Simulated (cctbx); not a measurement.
# From intensities to atoms

Cell a = 4.5450 Å, b = 4.5450 Å, c = 12.4360 Å, α = 90.00°, β = 90.00°, γ = 90.00°; space group I4/mmm (no. 139); content Tl4 Dy2 Ge4.

Simulated single-crystal data (cctbx): Cu Kα, λ = 1.54184 Å, to d = 0.83 Å, 80 % of the full sphere, strongest reflection 5000 counts, noise from counting, a 3 % proportional error and a noise floor of 4 counts (s.d.); no absorption.

Charge flipping in P1 on normalised amplitudes to 0.83 Å, δ = 1.1 σ, 10 % of the reflections treated as weak, 200 cycles:

```text
cycle      R  skewness
    0  0.551     0.17
   16  0.468     1.57
   32  0.444     2.93
   48  0.399     3.17
   64  0.418     3.04
   80  0.401     2.83
   96  0.421     2.97
  112  0.384     3.17
  128  0.416     2.87
  144  0.405     3.03
  160  0.410     3.14
  176  0.417     3.17
  192  0.404     3.31
origin shift          correlation  skewness
 0.002  0.347 -0.009      0.952      6.15
 0.001  0.346  0.240      0.947      5.00
 0.001  0.846  0.241      0.947      6.22
 0.001  0.847 -0.009      0.946      4.58
taken: symmetry correlation 0.947, skewness 6.22
peak      x       y       z  mult  height/sigma
Q1    0.0000  0.0000  0.5000    2     18.5
Q2    0.0000  0.5000  0.2500    4     11.4
Q3    0.0000  0.0000  0.0000    2      7.0
Q4    0.0000  0.0000  0.1014    4      3.8
Q5    0.0000  0.5000  0.1336    8      2.5
Q6    0.0000  0.0000  0.2447    4      1.4
Q7    0.0000  0.2871  0.5000    8      1.0
Q8    0.1560  0.1560  0.4349   16      0.9
```

The origin is taken among those within 0.04 of the best correlation, by the skewness of the map.

Run time: 0.58 s on 1 thread of Arm Neoverse N1, with other jobs on the host, peak memory 0.07 GiB.

**Question.** Which peaks are atoms, and which elements?

Heights follow Z only loosely here, so the multiplicities, which must add up to the content, decide. First model: Q1 = Dy1 (2 in the cell, height 18.5), Q2 = Tl1 (4 in the cell, height 11.4) and Q4 = Ge1 (4 in the cell, height 3.8). Against the true structure, Q1 is Dy, Q2 is Tl and Q4 is Ge; the other peaks are not atoms.

Least squares on F², isotropic:

```text
Rint 0.035, 93 unique reflections to 0.84 A
cycle     R1     wR2    GooF  max shift (A)
   1  0.0979  0.2239   9.918   0.10547
   2  0.0133  0.0284   1.260   0.00000
final R1 0.0133 wR2 0.0284 GooF 1.260  parameters 4  data/parameter 23.2
atom        x        y        z      Ueq    occ   su(xyz)  su(Uiso or U11)
Dy1    0.00000  0.00000  0.50000   0.0097  1.000  0.00000  0.0003
Tl1    0.00000  0.50000  0.25000   0.0138  1.000  0.00000  0.0002
Ge1    0.00000  0.00000  0.10988   0.0137  1.000  0.00012  0.0004
difference map: max 1.70 min -0.87 rms 0.23
Q1    0.0000  0.0000  0.1573    4    1.81  0.59 A from Ge1
Q2    0.0000  0.5000  0.2066    8    1.27  0.54 A from Tl1
Q3    0.0000  0.0000  0.0754    4    1.18  0.43 A from Ge1
Q4    0.0000  0.0000  0.4149    4    0.82  1.06 A from Dy1
Q5    0.0000  0.0000  0.2535    4    0.74  1.79 A from Ge1
```

Anisotropic refinement:

```text
Rint 0.035, 93 unique reflections to 0.84 A
cycle     R1     wR2    GooF  max shift (A)
   1  0.0132  0.0284   1.282   0.00041
   2  0.0104  0.0209   0.941   0.00000
final R1 0.0104 wR2 0.0209 GooF 0.941  parameters 7  data/parameter 13.3
atom        x        y        z      Ueq    occ   su(xyz)  su(Uiso or U11)
Dy1    0.00000  0.00000  0.50000   0.0096  1.000  0.00000  0.0003
Tl1    0.00000  0.50000  0.25000   0.0139  1.000  0.00000  0.0002
Ge1    0.00000  0.00000  0.10991   0.0139  1.000  0.00010  0.0004
difference map: max 0.83 min -0.93 rms 0.18
Q1    0.0000  0.0000  0.2655    4    0.83  1.93 A from Ge1
Q2    0.1525  0.1525  0.1069   16    0.73  0.98 A from Ge1
Q3    0.0000  0.0000  0.4163    4    0.63  1.04 A from Dy1
Q4    0.0000  0.0000  0.1688    4    0.58  0.73 A from Ge1
Q5    0.2500  0.2500  0.2500    8    0.51  1.61 A from Tl1
Q6    0.1459  0.1459  0.2142   16    0.43  1.60 A from Ge1
```

**Reading.** The refinement ends at R1 = 0.0104, wR2 = 0.0209, GooF = 0.94, with difference density between -0.93 and 0.83 e/Å³. Every site matches the true model in element, within 0.001 Å r.m.s., up to an allowed shift of origin.

True model:

| atom | mult. | x | y | z | Ueq (Å²) |
| --- | --- | --- | --- | --- | --- |
| Tl1 | 4 | 1/2 | 0 | 1/4 | 0.0137 |
| Dy1 | 2 | 0 | 0 | 0 | 0.0094 |
| Ge1 | 4 | 0 | 0 | 0.3900 | 0.0139 |

This is a model crystal, built by substitution and not relaxed, with assumed displacement parameters.

[Middle refinement cycles are left out of these outputs.]

[Logs are printed without paths, hosts, clocks, repeated set-up lines and the standing remarks that a program may print on its own settings, such as how far it seeks lower states.]
